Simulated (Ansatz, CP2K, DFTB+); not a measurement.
# Generalised stacking fault on (111) (glide set) of a Ge-Si solid solution (72 atoms) in other programs, against a plane-wave reference

Aim: run generalised stacking fault on (111) (glide set) of a Ge-Si solid solution (72 atoms) in several programs and set results and cost side by side. A plane-wave run serves as the reference.

Method: Kohn-Sham DFT, PBE, PAW, plane waves, in Ansatz 0.2.0.

## (1) Set-up

The cell holds 72 atoms: 51 Ge and 21 Si. Its edges and angles: a = 6.849 Å, b = 11.862 Å, c = 19.646 Å, α = 90.0°, β = 85.0°, γ = 90.0°. Diamond-structure Ge lattice (a = 5.5919 Å, the value set for the mixture), cell with z along [111], 1 x 3 x 2 periods; the third cell vector is tilted by 0.250 of 1/2[11-2] and lengthened by 0.2 Å, so the cell holds one fault (glide set); displaced by a Gaussian of 0.01 Å; 21 of 72 Ge sites given to Si at random (lattice constant by Vegard's rule between Ge and Si). Then every atom was moved at random, 0.05 Å r.m.s. a Cartesian component. The structure's axis is c.

## (2) Plane-wave reference

The PAW files are the set soft_2.

input.yaml reads:

```yaml
crystal:
  lattice:
    - [6.84865, 0.0, 0.0]
    - [0.0, 11.86221, 0.0]
    - [1.71216, 0.0, 19.57091]
  atoms:
    - { symbol: Ge, position: [0.50958, 0.16377, 0.02071] }
    - { symbol: Ge, position: [0.4609, 0.15633, 0.14698] }
    - { symbol: Ge, position: [0.78904, 0.16758, 0.1894] }
    - { symbol: Si, position: [0.7527, 0.162, 0.31003] }
    [... 62 atom lines left out ...]
    - { symbol: Ge, position: [0.45814, 0.65797, 0.84587] }
    - { symbol: Si, position: [0.42008, 0.66828, 0.96898] }
    - { symbol: Si, position: [0.95255, 0.5002, 0.84814] }
    - { symbol: Si, position: [0.93305, 0.49554, 0.96941] }
    - { symbol: Ge, position: [0.94221, 0.83604, 0.84328] }
    - { symbol: Si, position: [0.92409, 0.84176, 0.96943] }
kpoints:
  mp_grid: { grid: [1, 1, 1] }
hamiltonian:
  xc: pbe
scf:
  occupations: { method: fermi_dirac, width: 0.05 }
output:
  forces: true
  eigenvalues: true
  populations: true
  stress: true
```

Run with:

```bash
$ ansatz run input.yaml --threads 4 --pin off --max-ram 8192MiB --backend cpu --events-out ev --progress --plain --runs-dir out
```

The program printed:

```text
[...]
Pseudopotentials: kind: paw
Pseudopotential: Ge, paw, valence charge 14, recommended cutoff 420 eV (normal), Ge.paw.azcp
Pseudopotential: Si, paw, valence charge 4, recommended cutoff 420 eV (normal), Si.paw.azcp
[... 5 lines on functional and potentials left out ...]
Crystal: 72 atoms, lattice volume = 1589.943 Å³
Basis set: ecut = 420 eV, 31121 PW (Γ), exchange–correlation on 96×160×270 points (8 copies of the dense FFT grid, shifted against one another)
Bands: 479, of which v1, the nominal top of the filled ones, is band 399 counted from 1 (398 counted from 0)
Symmetry: 1 space group operations
Space group: P1 (ITA 1), of the structure as read, at distance tolerance 1.2e-4 Å
k-points: 1
[... 5 lines on functional and potentials left out ...]
Initial density: superposition of atomic densities (neutral atoms: chi_scale 0, normalization atom), corrected by the library's trained network
Initial wavefunctions: pseudopotential atomic-orbital guess
[...]
SCF iter   1: F=—  HF=-232379.750502 eV  |F-HF|=—  |Δ(HF+E_count)|=         —  Δρ=3.82e-3  dr2=4.90e-1  ethr=1.77e-3  ⟨swp⟩=5.0  Hψ=1670  notcnv=0  defer=44
preconditioner: auto → LDOS  [insulator: Δε(μ)=0.233 eV  Ē_g=20.374 eV  σ=0.050 eV  W_gap=0.82  n_scr=390 (ndim 8)  ℏωp=26.3 eV  f_vac=0.024  D(μ)=6.92/eV (n_scr^D=14)  ε∞_Penn≈2.7  β→1.0]
[...]
SCF iter   8: F=—  HF=-232379.652666 eV  |F-HF|=—  |Δ(HF+E_count)|=   1.86e-6  Δρ=4.52e-6  dr2=6.26e-7  ethr=6.99e-10  ⟨swp⟩=2.0  Hψ=571  notcnv=0  defer=51
SCF iter   9: F=-232379.652666 eV  HF=-232379.652666 eV  |F-HF|=1.25e-8  |Δ(HF+E_count)|=   1.90e-7  Δρ=1.63e-6  dr2=8.72e-8  ethr=1.25e-11  ⟨swp⟩=11.0  Hψ=2294  notcnv=0
SCF 1 converged in 9 iterations: F = -232379.652666 eV  dr2 = 8.72e-8
[...]
SCF converged after 9 iterations
Free energy (F): -232379.652666 eV
Harris-Foulkes:  -232379.652666 eV  (|F-HF|=1.25e-8)
Internal energy: -232379.562948 eV  (E = F + TS)
E sigma→0 (E₀):  -232379.607807 eV
Entropy (-TS):   -0.089718 eV (-1.246 meV/atom)
Fermi energy:    8.222157 eV
--- Per-component energies (eV) ---
[...]
Σ components = -232379.652666   (vs F -232379.652666, Δ=0.00e0)
--- Forces (eV/Å), atoms counted from 1 ---
  atom   1  Ge     1.36633410    -0.41951634     0.65734342
  atom   2  Ge     0.95854431     0.41318208    -0.47870473
  atom   3  Ge    -0.24238456    -0.56067317    -0.27246514
  atom   4  Si     0.85634098     1.48079371     0.21165481
[...]
atom  72  Si    -1.52202424    -0.69906931    -0.98922949
  max |Σ_I F_I| component: 5.56e-6 eV/Å
--- Stress (GPa, compression-positive) ---
       -5.458524       0.268317       0.480647
        0.268317      12.666461      -0.118653
        0.480647      -0.118653       1.937171
  P = ⅓ Tr σ = 3.0484 GPa (30.484 kbar)
--- Band table (eV) ---
  k-point 0: bands = ["-17.1545", "-17.1105", "-17.0704", "-17.0627", [... 463 levels ...], "11.8305", "11.8689", "11.8765", "11.9188", "11.9481", "12.0176", "12.0303", "12.0914", "12.1296", "12.1963", "12.3090", "12.3307"]
--- Löwdin populations: 72 sites ---
  site symbol       q [e]
     0     Ge     13.9963
     1     Ge     13.9973
     2     Ge     13.9803
[...]
71     Si      3.9387
  spilling = 0.002593 (of n_electrons = 798.000000)
```

Run time: 15 s. Hardware: 4 threads of Intel Xeon 6975P-C (Granite Rapids), shared host; peak memory 2.3 GiB; 51 s of CPU time.

Numbers from this run:

* free energy: -232379.6527 eV
* free energy per atom: -3227.4952 eV/atom
* SCF cycles: 9
* pressure: 3.048 GPa
* r.m.s. force component: 0.9036 eV/Å
* longest force: 2.65 eV/Å
* Fermi energy: 8.222 eV
* levels partly filled by over 2 per cent: 2
* spilling of the projection: 0.002593

Neighbours are counted within 2.83 Å (Ge-Ge), 2.77 Å (Ge-Si), 2.77 Å (Si-Si).

Length of the force by element and coordination:

```tsv
element	coordination	atoms	mean length of the force (eV/Å)	spread	least	most
Ge	all	51	1.53	0.523	0.564	2.65
Ge	3	5	1.59	0.195	1.29	1.89
Ge	4	46	1.53	0.547	0.564	2.65
Si	all	21	1.31	0.570	0.287	2.44
Si	3	7	1.77	0.224	1.36	2.01
Si	4	14	1.07	0.545	0.287	2.44
```

Löwdin charges by element and coordination (they lack the spilled electrons, 0.029 e an atom on average):

```tsv
element	coordination	atoms	mean charge (e)	spread	least	most
Ge	all	51	0.0075	0.0197	-0.0397	0.0413
Ge	3	5	-0.0068	0.0148	-0.0336	0.0092
Ge	4	46	0.0091	0.0195	-0.0397	0.0413
Si	all	21	0.0803	0.0192	0.0477	0.123
Si	3	7	0.0741	0.0168	0.0559	0.100
Si	4	14	0.0833	0.0195	0.0477	0.123
```

The levels nearest the highest filled one (over half full), pooled over k-points and spins:

```tsv
level less the highest filled one (eV)	occupation
-0.763	2
-0.667	2
-0.474	2
-0.368	2
-0.329	2
0	1.71
0.181	0.268
0.335	0.014
0.373	0.007
0.427	0.002
0.441	0.002
0.518	0
```

## (3) Structure statistics

Density 4.48 g/cm³, 22.08 Å³ an atom.

g(r), total and by pair (bins of 0.1 Å):

```tsv
r (Å)	total	Ge-Ge	Ge-Si	Si-Si
2.05	0.00	0.00	0.00	0.00
2.15	0.10	0.00	0.00	1.21
2.25	1.33	1.14	1.60	1.16
2.35	3.95	3.68	3.40	8.27
2.45	4.42	4.87	4.37	1.95
2.55	1.82	2.41	1.48	0.00
2.65	0.00	0.00	0.00	0.00
2.75	0.00	0.00	0.00	0.00
2.85	0.00	0.00	0.00	0.00
2.95	0.22	0.11	0.41	0.00
3.05	0.10	0.00	0.00	1.23
3.15	0.00	0.00	0.00	0.00
3.25	0.00	0.00	0.00	0.00
3.35	0.00	0.00	0.00	0.00
3.45	0.00	0.00	0.00	0.00
3.55	0.00	0.00	0.00	0.00
3.65	0.00	0.00	0.00	0.00
3.75	0.31	0.48	0.17	0.00
3.85	2.85	3.32	2.22	3.06
3.95	6.63	5.74	7.79	6.21
4.05	2.84	2.97	2.61	3.14
4.15	0.65	0.85	0.41	0.67
4.25	0.22	0.11	0.33	0.32
4.35	0.21	0.20	0.19	0.31
4.45	0.44	0.54	0.30	0.59
4.55	2.70	2.99	2.50	1.93
4.65	3.91	3.78	3.94	4.52
4.75	1.61	1.69	1.63	1.02
4.85	0.15	0.21	0.10	0.00
4.95	0.18	0.08	0.19	0.70
5.05	0.04	0.00	0.05	0.22
5.15	0.02	0.00	0.04	0.00
5.25	0.07	0.07	0.00	0.42
5.35	0.17	0.20	0.12	0.20
5.45	0.52	0.62	0.40	0.58
5.55	1.31	1.29	1.18	2.04
5.65	1.10	1.04	1.34	0.36
5.75	0.52	0.41	0.57	0.86
5.85	0.34	0.20	0.58	0.00
5.95	0.69	0.79	0.57	0.64
6.05	2.17	2.15	2.13	2.50
6.15	2.03	2.11	1.91	2.13
6.25	0.40	0.50	0.36	0.00
6.35	0.05	0.05	0.06	0.00
```

Bonds by pair of elements; cutoffs follow the first minimum of g(r), held within bounds set by covalent radii, and pairs that aren't listed don't count as bonded:

```tsv
pair A-B	cutoff (Å)	bonds	mean length (Å)	spread (Å)	shortest (Å)	B about A	A about B
Ge-Ge	2.83	73	2.43	0.083	2.24	2.86	2.86
Ge-Si	2.77	53	2.41	0.077	2.26	1.04	2.52
Si-Si	2.77	12	2.35	0.074	2.19	1.14	1.14
```

How many atoms have how many bonded neighbours:

```tsv
element	mean	3	4
Ge	3.90	5	46
Si	3.67	7	14
```

Rings of the network by King's shortest-path rule, up to 12 atoms, one path for each pair of neighbours; H, halogens, alkali and alkaline-earth atoms are left out, and the last column divides by all other atoms, bonded or not:

```tsv
ring size (atoms)	rings	per network atom
6	112	1.56
8	9	0.125
```

## (4) The ladder

The programs:
- CP2K 2026.2: Gaussian basis with GTH pseudopotentials and a plane-wave density; labels give functional, basis (MOLOPT sets; SR short-range, UZH the newer set with its own potentials), grid cutoff/relative cutoff and solver (OT: orbital transformation; TRS4, TC2, SIGN: linear-scaling purification with its sparsity filter), or its built-in tight binding.
- DFTB+ 25.1: tight binding, with Slater–Koster sets (DFTB) or xTB through its tblite library.

All use the same cell and atoms; the electronic-structure runs use the same k-mesh, and an electronic temperature of 580 K (0.05 eV) where levels are smeared.

Differences are against the plane-wave reference, forces as r.m.s. over components; share is that over the reference's r.m.s. force, slope the least-squares factor from reference forces to these. Total energies of different programs have different zeros and aren't compared.

```tsv
run	Δ force, r.m.s. (meV/Å)	share (%)	slope	Δ pressure (GPa)	cores	CPU time	memory (GiB)
reference	-	-	-	-	4	51 s	2.3
CP2K PBE, DZVP-MOLOPT-SR, 175/50 Ry, diagonalisation (coarse)	25.8	2.85	0.997	0.495	2	3.3 min	0.98
CP2K PBE, DZVP-MOLOPT-SR, 350/50 Ry, diagonalisation	25.8	2.85	0.997	0.495	2	3.2 min	1.9
CP2K RPBE, PBE potentials, DZVP-MOLOPT-SR, 350/50 Ry, diagonalisation	25.2	2.78	0.997	0.926	2	3.3 min	1.9
DFTB+ IPEA1-xTB	543	60.1	1.316	14.9	1	24 s	0.96
```

Rows marked coarse were listed beforehand as settings not expected to be converged; some can still land near the reference.

CPU time is summed over cores on a shared host, where runs went side by side, so it is rough. Symmetry, cutoffs, thresholds, outputs and thread counts weren't matched or tuned between programs; memory under MPI is the largest rank's times the ranks.

Runs without a result: CP2K GFN1-xTB, diagonalisation (not converged, the SCF not settling).

Mean charges by element (e), by run and scheme:

```tsv
run	scheme	Ge	Si
reference	Löwdin	+0.01	+0.08
CP2K PBE, DZVP-MOLOPT-SR, 350/50 Ry, diagonalisation	Mulliken	+0.10	-0.23
CP2K PBE, DZVP-MOLOPT-SR, 350/50 Ry, diagonalisation	Hirshfeld	0.00	-0.01
CP2K RPBE, PBE potentials, DZVP-MOLOPT-SR, 350/50 Ry, diagonalisation	Mulliken	+0.10	-0.24
CP2K RPBE, PBE potentials, DZVP-MOLOPT-SR, 350/50 Ry, diagonalisation	Hirshfeld	0.00	-0.01
DFTB+ IPEA1-xTB	Mulliken	-0.15	+0.36
```

The reference's Löwdin charges lack the electrons that the projection spills, 0.029 e an atom on average.

Within one program, basis, potentials and functional, energies share a zero. Each run against its twin at the usual cutoff or grid and solver:

```tsv
run	twin	Δ energy (meV/atom)	Δ force, r.m.s. (meV/Å)	CPU time over the twin's
CP2K PBE, DZVP-MOLOPT-SR, 175/50 Ry, diagonalisation	DZVP-MOLOPT-SR, 350/50 Ry, diagonalisation	6.0e-4	0.108	1.0
```

## (5) Outcome

| Quantity | Value |
| --- | --- |
| reference r.m.s. force component | 0.904 eV/Å |
| nearest in forces | CP2K RPBE, PBE potentials, DZVP-MOLOPT-SR, 350/50 Ry, diagonalisation, 2.8 % |
| farthest in forces | DFTB+ IPEA1-xTB, 60 % |
| cheapest electronic-structure run beside the reference | DFTB+ IPEA1-xTB, 24 s of CPU time |

What this shows: The PBE run in local orbitals, coarse settings apart, differs by 2.9 % (CP2K PBE, DZVP-MOLOPT-SR, 350/50 Ry, diagonalisation); basis, grid and potentials can all enter. Tight binding differs by 60 % (DFTB+ IPEA1-xTB); it is another model, with fitted parameters of its own, and the xTB methods hold dispersion. Rows with another functional or a dispersion term differ by 2.8 % (CP2K RPBE, PBE potentials, DZVP-MOLOPT-SR, 350/50 Ry, diagonalisation), which mixes the change of model with differences of basis and potentials, some of them made for another functional. IPEA1-xTB was fitted to ionisation energies and electron affinities, not to forces or charges. Runs with settings chosen to be coarse differ by 2.9 % (CP2K PBE, DZVP-MOLOPT-SR, 175/50 Ry, diagonalisation), their programs' other errors included. One electronic-structure run takes under half the reference's CPU time: DFTB+ IPEA1-xTB, at 60 % in 24 s against 51 s, too far off to be of use; its pressure misses by +14.9 GPa. Charges hang on model, scheme and program or settings: among these rows the mean for Si runs from -0.24 to +0.36 e, even in sign. In the reference: levels near the Fermi energy are neither full nor empty under the smearing, so no gap is quoted. In the reference: forces differ by site in this geometry: Si atoms with 3 neighbours bear 1.8 eV/Å on average, against 1.1 eV/Å for those with 4. Periodic xTB results under one method name differ between programs and library versions (DFTB+ here holds tblite 0.3). The potentials hold different valence shells: 798 electrons in the reference, 288 in CP2K with DZVP-MOLOPT-SR; this bears on time and differences. The reference's stress is far from hydrostatic: its diagonal is -5.5, 12.7, 1.9 GPa, compression counted positive. The host structure and its lattice constant were typed by rule, without a check against the phase diagram. The reference's pressure of 3.0 GPa belongs to a cell and atoms that aren't relaxed at this level. The electronic-structure runs sample only Γ, in a cell whose shortest periodic width is 7 Å, which is coarse for a cell with partly filled levels.

[Also dropped from logs without a mark: logging warnings of Python, and SIESTA's first energy breakdown and zero terms.]

[Logs are printed without paths, hosts, clocks, repeated set-up lines and the standing remarks that a program may print on its own settings, such as how far it seeks lower states.]

[Hosts, paths, dates, database ids (printed as entryN), source tags and the programs' standing remarks are cut or masked in the printed files.]
